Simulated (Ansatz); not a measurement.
# Bi2Se3 quintuple layer monolayer in a perpendicular field, part 3 of 3

Aim: how the Bi2Se3 quintuple layer monolayer screens a field along its normal, and what the field does to its bands. A positive field points along +c.

Ansatz 0.2.0; plane-wave DFT, PBE-D3(BJ), Ansatz PAW (the session's first sound run).

So far, gap, the smaller of path and mesh (eV): step 3 (atoms held, field 0) 0.944; step 5 (field -0.1 V/Å) 0.944; step 6 (field 0.2 V/Å) 0.944; step 7 (field -0.2 V/Å) 0.944; step 8 (field 0.35 V/Å) 0.942.

### 10. Same geometry, cutoff 420 eV, functional LDA

This step: plane-wave DFT, LDA, Ansatz PAW (Ansatz 0.2.0).

The geometry is kept and the functional is LDA; other changes against the main runs: SCF threshold 1.0e-10 → 1.0e-09 eV, k-mesh 12×12×1 → 6×6×1 and no dispersion term, which doesn't act on the electrons.

File input.yaml:

```yaml
crystal:
  lattice:
    - [4.1237792658, 0.0, 0.0]
    - [-2.0618896329, 3.5712976038, 0.0]
    - [0.0, 0.0, 25.0362596234]
  atoms:
    - { symbol: Se, position: [0.3333333333, 0.6666666667, 0.3594786176] }
    - { symbol: Bi, position: [0.6666666667, 0.3333333333, 0.4225813309] }
    - { symbol: Se, position: [0.0, 0.0, 0.5] }
    - { symbol: Bi, position: [0.3333333333, 0.6666666667, 0.5774186691] }
    - { symbol: Se, position: [0.6666666667, 0.3333333333, 0.6405213824] }
kpoints:
  mp_grid: { grid: [6, 6, 1] }
hamiltonian:
  xc: lda
scf:
  occupations: { method: fermi_dirac, width: 0.02585 }
  convergence: { dr2_threshold: 1.0e-09 }
efield:
  axis: 3
  dipole_correction: true
  ramp_position: 0.97
  ramp_width: 0.06
  amplitude: 0.1
output:
  write_potential: true
  write_density: true
  volumetric_format: npy
```

Launch:

```console
ansatz run input.yaml --threads 4 --pin off --max-ram 6144MiB --backend cpu --events-out ev --progress --plain --runs-dir out
```

Numbers of over 12 decimals in the logs are rounded to 6 here.

The program printed:

```text
[...]
Crystal: 5 atoms, lattice volume = 368.715 Å³
Basis set: ecut = 420 eV, 7151 PW (Γ)
Bands: 47, of which v1, the nominal top of the filled ones, is band 39 counted from 1 (38 counted from 0)
Symmetry: 6 space group operations
k-points: 7 of 36 (time reversal used)
[...]
SCF iter   1: F=—  HF=-40323.940418 eV  |F-HF|=—  |Δ(HF+E_count)|=         —  Δρ=1.98e-2  dr2=3.55e0  ethr=3.10e-3  p=0.074 e·Å  D=3.61e-2 V/Å  ΔV_dip=-0.90 eV  dr2_dipole=1.14e-4  V_vac-E_F(+/−)=6.52/5.14 eV  ⟨swp⟩=9.4  Hψ=1501  notcnv=0
[...]
SCF iter  14: F=-40323.048002 eV  HF=-40323.048002 eV  |F-HF|=4.15e-10  |Δ(HF+E_count)|=  4.37e-11  Δρ=7.54e-8  dr2=2.41e-10  ethr=1.28e-12  p=0.073 e·Å  D=3.58e-2 V/Å  ΔV_dip=-0.90 eV  dr2_dipole=1.09e-10  V_vac-E_F(+/−)=6.42/5.03 eV  ⟨swp⟩=2.0  Hψ=630  notcnv=0
SCF 1 converged in 14 iterations: F = -40323.048002 eV  dr2 = 2.41e-10
[...]
SCF converged after 14 iterations
Free energy (F): -40323.048002 eV
[...]
Internal energy: -40323.048002 eV  (E = F + TS)
E sigma→0 (E₀):  -40323.048002 eV
Fermi energy:    -0.246202 eV
Dipole field:    D = 0.035781 V/Å  (p = 0.072910 e·Å, saw-weighted, corrected)
Work function:   not extracted (applied field tilts the vacuum); planar V_es + V_field profile in the machine report
[...]
--- Band table (eV; the first three rows and the last of 7) ---
  k-point 0: bands = [... 35 lower, -1.4074, -1.2411, -1.2411, -1.0390, 0.1730, 1.4882, 1.4882, 1.9596, ... 4 higher]
  k-point 1: bands = [... 35 lower, -1.9388, -1.1960, -0.9886, -0.7119, 0.9242, 1.7405, 1.8436, 2.1436, ... 4 higher]
  k-point 2: bands = [... 35 lower, -2.1759, -1.7208, -1.3273, -0.9300, 0.9681, 2.1271, 2.2687, 2.7755, ... 4 higher]
  k-point 6: bands = [... 35 lower, -2.9441, -1.9515, -1.0458, -1.0445, 1.5841, 2.3897, 2.3975, 3.6545, ... 4 higher]
```

Elapsed: 3.8 s, on 4 threads of Arm Neoverse V2, shared host; peak memory 0.69 GiB; 14 s of CPU time.

This step gave:

| Item | Value |
| --- | --- |
| dipole along the normal | 0.07291 e·Å |

The dipole is 0.0729 e·Å.

### 11. Same geometry, cutoff 420 eV, functional LDA (run 2)

The same run in the opposite field.

input.yaml, as its differences from that of step 10:

```diff
@@ -23,3 +23,3 @@
   ramp_width: 0.06
-  amplitude: 0.1
+  amplitude: -0.1
 output:
```

The program printed:

```text
[...]
Crystal: 5 atoms, lattice volume = 368.715 Å³
Basis set: ecut = 420 eV, 7151 PW (Γ)
Bands: 47, of which v1, the nominal top of the filled ones, is band 39 counted from 1 (38 counted from 0)
Symmetry: 6 space group operations
k-points: 7 of 36 (time reversal used)
[...]
k-point 0: bands = [... 35 lower, -1.4074, -1.2411, -1.2411, -1.0390, 0.1730, 1.4882, 1.4882, 1.9596, ... 4 higher]
  k-point 1: bands = [... 35 lower, -1.9388, -1.1960, -0.9886, -0.7119, 0.9242, 1.7405, 1.8436, 2.1436, ... 4 higher]
  k-point 2: bands = [... 35 lower, -2.1759, -1.7208, -1.3273, -0.9300, 0.9681, 2.1271, 2.2687, 2.7755, ... 4 higher]
  k-point 6: bands = [... 35 lower, -2.9441, -1.9515, -1.0458, -1.0445, 1.5841, 2.3897, 2.3975, 3.6545, ... 4 higher]
[key lines of the parts left out:]
SCF converged after 12 iterations
Free energy (F): -40323.048002 eV
Fermi energy:    -0.246200 eV
Dipole field:    D = -0.035788 V/Å  (p = -0.072923 e·Å, saw-weighted, corrected)
```

Wall time 3.6 s (4 threads); peak memory 0.68 GiB; 14 s of CPU time.

The dipole is -0.0729 e·Å.

### 12. Response at this level

This step: plane-wave DFT, LDA, Ansatz PAW; response to a field along the normal, atoms held (Ansatz 0.2.0).

The two signs of the field give the slope at this level.

Numbers from this step:

```yaml
equivalent_conductor_thickness_p_eps_0ae: 8.959 Å
```

The induced dipole is that of a conductor 8.96 Å thick.

### 13. Same geometry, cutoff 420 eV, functional PBE

This step: plane-wave DFT, PBE, Ansatz PAW (Ansatz 0.2.0).

The geometry is kept and the functional is PBE; other changes against the main runs: SCF threshold 1.0e-10 → 1.0e-09 eV, k-mesh 12×12×1 → 6×6×1 and no dispersion term, which doesn't act on the electrons.

input.yaml, as its differences from that of step 11:

```diff
@@ -14,3 +14,3 @@
 hamiltonian:
-  xc: lda
+  xc: pbe
 scf:
@@ -23,3 +23,3 @@
   ramp_width: 0.06
-  amplitude: -0.1
+  amplitude: 0.1
 output:
```

The program printed:

```text
[...]
Crystal: 5 atoms, lattice volume = 368.715 Å³
Basis set: ecut = 420 eV, 7151 PW (Γ)
Bands: 47, of which v1, the nominal top of the filled ones, is band 39 counted from 1 (38 counted from 0)
Symmetry: 6 space group operations
k-points: 7 of 36 (time reversal used)
[...]
k-point 0: bands = [... 35 lower, -1.1342, -1.0203, -1.0203, -0.7463, 0.5596, 1.8077, 1.8077, 2.3170, ... 4 higher]
  k-point 1: bands = [... 35 lower, -1.6898, -0.9741, -0.7183, -0.4538, 1.2849, 2.0781, 2.1602, 2.4943, ... 4 higher]
  k-point 2: bands = [... 35 lower, -1.8924, -1.4846, -1.1035, -0.6535, 1.3192, 2.4395, 2.5955, 3.1177, ... 4 higher]
  k-point 6: bands = [... 35 lower, -2.6723, -1.7123, -0.7913, -0.7896, 1.9173, 2.7159, 2.7239, 3.9786, ... 4 higher]
[key lines of the parts left out:]
SCF converged after 15 iterations
Free energy (F): -41202.255755 eV
Fermi energy:    0.076224 eV
Dipole field:    D = 0.035748 V/Å  (p = 0.072843 e·Å, saw-weighted, corrected)
```

Run time: 4.1 s. Hardware: 4 threads; peak memory 0.7 GiB; 15 s of CPU time.

The dipole is 0.0728 e·Å.

### 14. Same geometry, cutoff 420 eV, functional PBE (run 2)

The same run in the opposite field.

input.yaml, as its differences from that of step 13:

```diff
@@ -23,3 +23,3 @@
   ramp_width: 0.06
-  amplitude: 0.1
+  amplitude: -0.1
 output:
```

The program printed:

```text
[...]
Crystal: 5 atoms, lattice volume = 368.715 Å³
Basis set: ecut = 420 eV, 7151 PW (Γ)
Bands: 47, of which v1, the nominal top of the filled ones, is band 39 counted from 1 (38 counted from 0)
Symmetry: 6 space group operations
k-points: 7 of 36 (time reversal used)
[...]
k-point 0: bands = [... 35 lower, -1.1342, -1.0203, -1.0203, -0.7463, 0.5596, 1.8077, 1.8077, 2.3170, ... 4 higher]
  k-point 1: bands = [... 35 lower, -1.6898, -0.9741, -0.7183, -0.4538, 1.2849, 2.0781, 2.1602, 2.4943, ... 4 higher]
  k-point 2: bands = [... 35 lower, -1.8924, -1.4846, -1.1035, -0.6535, 1.3192, 2.4395, 2.5955, 3.1177, ... 4 higher]
  k-point 6: bands = [... 35 lower, -2.6723, -1.7123, -0.7913, -0.7896, 1.9173, 2.7159, 2.7239, 3.9786, ... 4 higher]
[key lines of the parts left out:]
SCF converged after 15 iterations
Free energy (F): -41202.255755 eV
Fermi energy:    0.076224 eV
Dipole field:    D = -0.035747 V/Å  (p = -0.072840 e·Å, saw-weighted, corrected)
```

Run time: 4.1 s. Hardware: 4 threads; peak memory 0.7 GiB; 15 s of CPU time.

The dipole is -0.0728 e·Å.

### 15. Response at this level

This step: plane-wave DFT, PBE, Ansatz PAW; response to a field along the normal, atoms held (Ansatz 0.2.0).

The induced dipole is that of a conductor 8.95 Å thick.

### 16. Same geometry, cutoff 500 eV, functional r2SCAN

This step: plane-wave DFT, r2SCAN, Ansatz PAW (Ansatz 0.2.0).

The geometry is kept and the functional is r2SCAN; other changes against the main runs: SCF threshold 1.0e-10 → 1.0e-09 eV, cutoff 420 → 500, k-mesh 12×12×1 → 6×6×1 and no dispersion term, which doesn't act on the electrons.

input.yaml, as its differences from that of step 14:

```diff
@@ -14,3 +14,3 @@
 hamiltonian:
-  xc: pbe
+  xc: r2scan
 scf:
@@ -23,3 +23,3 @@
   ramp_width: 0.06
-  amplitude: -0.1
+  amplitude: 0.1
 output:
```

The program printed:

```text
[...]
Crystal: 5 atoms, lattice volume = 368.715 Å³
Basis set: ecut = 500 eV, 9373 PW (Γ), exchange–correlation on 128×128×768 points (64 copies of the dense FFT grid, shifted against one another)
Bands: 47, of which v1, the nominal top of the filled ones, is band 39 counted from 1 (38 counted from 0)
Symmetry: 6 space group operations
k-points: 7 of 36 (time reversal used)
[...]
k-point 0: bands = [... 35 lower, -1.3842, -1.3570, -1.3570, -0.9288, 0.6418, 1.7459, 1.7459, 2.3708, ... 4 higher]
  k-point 1: bands = [... 35 lower, -2.0231, -1.3139, -0.9521, -0.7011, 1.3241, 2.0878, 2.1064, 2.5549, ... 4 higher]
  k-point 2: bands = [... 35 lower, -2.1673, -1.8208, -1.4440, -0.8747, 1.3589, 2.4024, 2.6195, 3.1816, ... 4 higher]
  k-point 6: bands = [... 35 lower, -3.0020, -2.0582, -1.0622, -1.0597, 1.9470, 2.7443, 2.7521, 4.0414, ... 4 higher]
[key lines of the parts left out:]
SCF converged after 13 iterations
Free energy (F): -41258.569096 eV
Fermi energy:    -0.006347 eV
Dipole field:    D = 0.035371 V/Å  (p = 0.072073 e·Å, saw-weighted, corrected)
```

Run time: 10 s. Hardware: 4 threads; peak memory 1.4 GiB.

The dipole is 0.0721 e·Å.

### 17. Same geometry, cutoff 500 eV, functional r2SCAN (run 2)

The same run in the opposite field.

input.yaml, as its differences from that of step 16:

```diff
@@ -23,3 +23,3 @@
   ramp_width: 0.06
-  amplitude: 0.1
+  amplitude: -0.1
 output:
```

The program printed:

```text
[...]
Crystal: 5 atoms, lattice volume = 368.715 Å³
Basis set: ecut = 500 eV, 9373 PW (Γ), exchange–correlation on 128×128×768 points (64 copies of the dense FFT grid, shifted against one another)
Bands: 47, of which v1, the nominal top of the filled ones, is band 39 counted from 1 (38 counted from 0)
Symmetry: 6 space group operations
k-points: 7 of 36 (time reversal used)
[...]
k-point 0: bands = [... 35 lower, -1.3842, -1.3570, -1.3570, -0.9288, 0.6418, 1.7459, 1.7459, 2.3708, ... 4 higher]
  k-point 1: bands = [... 35 lower, -2.0231, -1.3139, -0.9521, -0.7011, 1.3241, 2.0878, 2.1064, 2.5549, ... 4 higher]
  k-point 2: bands = [... 35 lower, -2.1673, -1.8208, -1.4440, -0.8747, 1.3590, 2.4024, 2.6196, 3.1816, ... 4 higher]
  k-point 6: bands = [... 35 lower, -3.0020, -2.0582, -1.0622, -1.0597, 1.9470, 2.7443, 2.7521, 4.0414, ... 4 higher]
[key lines of the parts left out:]
SCF converged after 14 iterations
Free energy (F): -41258.569096 eV
Fermi energy:    -0.006335 eV
Dipole field:    D = -0.035383 V/Å  (p = -0.072099 e·Å, saw-weighted, corrected)
```

Wall time 10 s (4 threads); peak memory 1.4 GiB; 40 s of CPU time.

The dipole is -0.0721 e·Å.

### 18. Response at this level

This step: plane-wave DFT, r2SCAN, Ansatz PAW; response to a field along the normal, atoms held (Ansatz 0.2.0).

The induced dipole is that of a conductor 8.86 Å thick.

### 19. Same geometry, cutoff 420 eV, functional HSE06

This step: plane-wave DFT, HSE06, Ansatz PAW (Ansatz 0.2.0).

The geometry is kept and the functional is HSE06; other changes against the main runs: SCF threshold 1.0e-10 → 1.0e-09 eV, k-mesh 12×12×1 → 6×6×1 and no dispersion term, which doesn't act on the electrons.

input.yaml, as its differences from that of step 17:

```diff
@@ -14,3 +14,3 @@
 hamiltonian:
-  xc: r2scan
+  xc: hse06
 scf:
@@ -23,3 +23,3 @@
   ramp_width: 0.06
-  amplitude: -0.1
+  amplitude: 0.1
 output:
```

The program printed:

```text
[...]
Crystal: 5 atoms, lattice volume = 368.715 Å³
Basis set: ecut = 420 eV, 7151 PW (Γ)
Bands: 47, of which v1, the nominal top of the filled ones, is band 39 counted from 1 (38 counted from 0)
Symmetry: 6 space group operations
k-points: 7 of 36 (time reversal used)
[...]
k-point 0: bands = [... 35 lower, -1.6399, -1.6153, -1.6153, -1.1119, 0.6568, 1.8970, 1.8970]
  k-point 1: bands = [... 35 lower, -2.3299, -1.5638, -1.1536, -0.8941, 1.4003, 2.2239, 2.2787]
  k-point 2: bands = [... 35 lower, -2.4794, -2.1068, -1.7070, -1.0868, 1.4274, 2.5851, 2.7867]
  k-point 6: bands = [... 35 lower, -3.3876, -2.3431, -1.2943, -1.2914, 2.0566, 2.9260, 2.9348]
  guard bands above this table: 5 of the run's 47 bands. The solve was not asked for them (output.publish_guard_bands: true or output.eigenvalues: true publishes all)
[key lines of the parts left out:]
Free energy (F): -41214.002698 eV
Fermi energy:    -0.095437 eV
Dipole field:    D = 0.035408 V/Å  (p = 0.072149 e·Å, saw-weighted, corrected)
```

The job ended after 69 s (4 threads; peak memory 5 GiB; 4.3 min of CPU time).

The dipole is 0.0721 e·Å.

### 20. Same geometry, cutoff 420 eV, functional HSE06 (run 2)

The same run in the opposite field.

input.yaml, as its differences from that of step 19:

```diff
@@ -23,3 +23,3 @@
   ramp_width: 0.06
-  amplitude: 0.1
+  amplitude: -0.1
 output:
```

The program printed:

```text
[...]
Crystal: 5 atoms, lattice volume = 368.715 Å³
Basis set: ecut = 420 eV, 7151 PW (Γ)
Bands: 47, of which v1, the nominal top of the filled ones, is band 39 counted from 1 (38 counted from 0)
Symmetry: 6 space group operations
k-points: 7 of 36 (time reversal used)
[...]
--- Band table (eV; the first three rows and the last of 7) ---
  k-point 0: bands = [... 35 lower, -1.6399, -1.6153, -1.6153, -1.1119, 0.6568, 1.8970, 1.8970]
  k-point 1: bands = [... 35 lower, -2.3299, -1.5638, -1.1536, -0.8941, 1.4003, 2.2239, 2.2787]
  k-point 2: bands = [... 35 lower, -2.4794, -2.1068, -1.7070, -1.0868, 1.4274, 2.5851, 2.7867]
  k-point 6: bands = [... 35 lower, -3.3876, -2.3431, -1.2943, -1.2914, 2.0566, 2.9260, 2.9348]
[...]
[key lines of the parts left out:]
Free energy (F): -41214.002698 eV
Fermi energy:    -0.095439 eV
Dipole field:    D = -0.035412 V/Å  (p = -0.072157 e·Å, saw-weighted, corrected)
```

The job ended after 69 s (4 threads; peak memory 5 GiB).

The dipole is -0.0722 e·Å.

### 21. Comparing the runs

Times are for 4 threads of Arm Neoverse V2, shared host. Results by setting:

```csv
no.,functional,field,dipole along the normal (e·Å),time,memory (GiB)
1,lda,0.1 V/Å,0.07291,3.8 s,0.69
2,lda,-0.1 V/Å,-0.07292,3.6 s,0.68
3,pbe,0.1 V/Å,0.07284,4.1 s,0.7
4,pbe,-0.1 V/Å,-0.07284,4.1 s,0.7
5,r2scan,0.1 V/Å,0.07207,10 s,1.4
6,r2scan,-0.1 V/Å,-0.07210,10 s,1.4
7,hse06,0.1 V/Å,0.07215,69 s,5.0
8,hse06,-0.1 V/Å,-0.07216,69 s,5.0
```

### 22. Response at this level

This step: plane-wave DFT, HSE06, Ansatz PAW; response to a field along the normal, atoms held (Ansatz 0.2.0).

The induced dipole is that of a conductor 8.87 Å thick.

### 23. The same run with other settings

This step: plane-wave DFT, PBE-D3(BJ), Ansatz PAW (Ansatz 0.2.0).

An input spoilt on purpose, to show how the run answers: it repeats the earlier run at 0.1 V/Å with crystal.lattice to [[2.18220914, -0.0, 0.0], [-1.09110457, 1.88984855, -0.0], [0.0, 0.0, 13.24861276]], and scf.max_iter set to 75.

The cell differs from the one that the last finished run ended in (a 4.124 → 2.182 Å, b 4.124 → 2.182 Å, c 25.036 → 13.249 Å).

input.yaml, as its differences from that of step 20:

```diff
@@ -2,5 +2,5 @@
   lattice:
-    - [4.1237792658, 0.0, 0.0]
-    - [-2.0618896329, 3.5712976038, 0.0]
-    - [0.0, 0.0, 25.0362596234]
+    - [2.18220914, 0.0, 0.0]
+    - [-1.09110457, 1.88984855, 0.0]
+    - [0.0, 0.0, 13.24861276]
   atoms:
@@ -12,8 +12,13 @@
 kpoints:
-  mp_grid: { grid: [6, 6, 1] }
+  mp_grid: { grid: [12, 12, 1] }
+  band_path:
+    path: [[0, 0, 0], [0.5, 0, 0], [0.33333333, 0.33333333, 0], [0, 0, 0]]
+    npoints: 16
 hamiltonian:
-  xc: hse06
+  xc: pbe
+  dispersion: d3bj
 scf:
   occupations: { method: fermi_dirac, width: 0.02585 }
-  convergence: { dr2_threshold: 1.0e-09 }
+  convergence: { dr2_threshold: 1.0e-10 }
+  max_iter: 75
 efield:
@@ -23,3 +28,3 @@
   ramp_width: 0.06
-  amplitude: -0.1
+  amplitude: 0.1
 output:
```

The program printed:

```text
[...]
Crystal: 5 atoms, lattice volume = 54.638 Å³
Basis set: ecut = 420 eV, 1101 PW (Γ)
Bands: 47, of which v1, the nominal top of the filled ones, is band 39 counted from 1 (38 counted from 0)
Symmetry: 6 space group operations
k-points: 19 of 144 (time reversal used)
[...]
SCF iter   1: F=—  HF=-40772.696058 eV  |F-HF|=—  |Δ(HF+E_count)|=         —  Δρ=1.61e-1  dr2=5.44e1  ethr=3.10e-3  p=0.016 e·Å  D=5.25e-2 V/Å  ΔV_dip=-0.70 eV  dr2_dipole=1.87e-4  V_vac-E_F(+/−)=10.26/9.78 eV  ⟨swp⟩=48.3  Hψ=15919  notcnv=0  defer=7
[...]
SCF iter  17: F=-40770.900549 eV  HF=-40770.900549 eV  |F-HF|=1.16e-10  |Δ(HF+E_count)|=  3.71e-10  Δρ=2.31e-7  dr2=3.01e-11  ethr=1.00e-12  p=0.020 e·Å  D=6.56e-2 V/Å  ΔV_dip=-0.87 eV  dr2_dipole=8.76e-16  V_vac-E_F(+/−)=1.88/1.57 eV  ⟨swp⟩=64.7  Hψ=17410  notcnv=0
WARN: efield: at this solve's end the planar-averaged density reaches 6.05e-4 e/Å³ inside the ramp window [0.8945, 0.1055] (bound 1e-5 e/Å³); the window's nearer edge stands 3.37 Å from this solve's nearest atom along the axis. Its free energy, forces, stress, dipole, levels and responses can be off, and this figure does not tell by how much. The cell may have no vacuum along `efield.axis`. A short vacuum, a low `basis.ecutwfc` or `basis.ecutrho_ratio` and negative occupations (`scf.occupations.method`) can put density there. See the manual's quickstart, § The vacuum guard
SCF 1 converged in 17 iterations: F = -40770.900549 eV  dr2 = 3.01e-11
[...]
SCF converged after 17 iterations
Free energy (F): -40770.900549 eV
[...]
Internal energy: -40770.897178 eV  (E = F + TS)
E sigma→0 (E₀):  -40770.898864 eV
Entropy (-TS):   -0.003371 eV (-0.674 meV/atom)
Fermi energy:    30.976734 eV
Dipole field:    D = 0.065560 V/Å  (p = 0.019796 e·Å, saw-weighted, corrected)
Work function:   not extracted (applied field tilts the vacuum); planar V_es + V_field profile in the machine report
[...]
Vacuum region:   at the solve's end the planar-averaged density reaches 6.05e-4 e/Å³ inside the ramp window [0.8945, 0.1055] (bound 1e-5 e/Å³)
[...]
--- Band table (eV; the first three rows and the last of 19) ---
  k-point 0: bands = [... 35 lower, 29.4931, 29.4931, 30.5873, 31.1845, 33.0670, 33.0670, 33.6733, 34.3683, ... 4 higher]
  k-point 1: bands = [... 35 lower, 27.7092, 29.0684, 30.8894, 31.3563, 31.4991, 32.2067, 33.3707, 34.6070, ... 4 higher]
  k-point 2: bands = [... 35 lower, 25.2955, 27.7759, 28.2504, 31.4233, 31.6574, 32.2018, 32.7413, 34.9504, ... 4 higher]
  k-point 18: bands = [... 35 lower, 21.9294, 22.9593, 27.0615, 30.4759, 30.4759, 34.9021, 34.9025, 35.4044, ... 4 higher]
```

Elapsed: 13 s, on 4 threads; peak memory 0.37 GiB.

```csv
quantity,this run,earlier run,difference
dipole along the normal (e·Å),0.01980,0.07276,-0.053
```

It moves by -0.053 e·Å.

With this change the program also warns of density in the ramp of the sawtooth; these numbers are not the system's.

### 24. Results

| Quantity | Value |
| --- | --- |
| gap without field | 0.944 eV |
| ionisation energy, upper face | 5.94 eV |
| electron affinity, upper face | 4.99 eV |
| equivalent conductor thickness, atoms held | 8.94 Å |
| equivalent conductor thickness, LDA | 8.96 Å |
| equivalent conductor thickness, PBE | 8.95 Å |
| equivalent conductor thickness, r2SCAN | 8.86 Å |
| equivalent conductor thickness, HSE06 | 8.87 Å |

What this shows: The induced dipole equals that of a perfect conductor 8.94 Å thick, while the outer atoms lie 7.04 Å apart; an out-of-plane ε follows only once a thickness t is chosen, by 1 − 1/ε = 8.94 Å / t. The gap stays within 0.01 eV of 0.94 eV over the fields run, up to 0.35 V/Å in size. Across the functionals the thickness runs from 8.86 to 8.96 Å; those runs use a coarser k-mesh, so they are to be compared with each other. Semilocal functionals give gaps that are too small, and excitons are not included. Spin-orbit coupling is left out, which matters for the bands of elements this heavy.

[Logs are printed without paths, hosts, clocks, repeated set-up lines and the standing remarks that a program may print on its own settings, such as how far it seeks lower states.]

[Hosts, paths, dates, database ids (printed as entryN), source tags and the programs' standing remarks are cut or masked in the printed files.]

[Maps of the electrostatic potential energy from Ansatz leave out the sawtooth potential of an applied field or a dipole correction, so their vacuum need not be flat; planar profiles and work functions include it.]
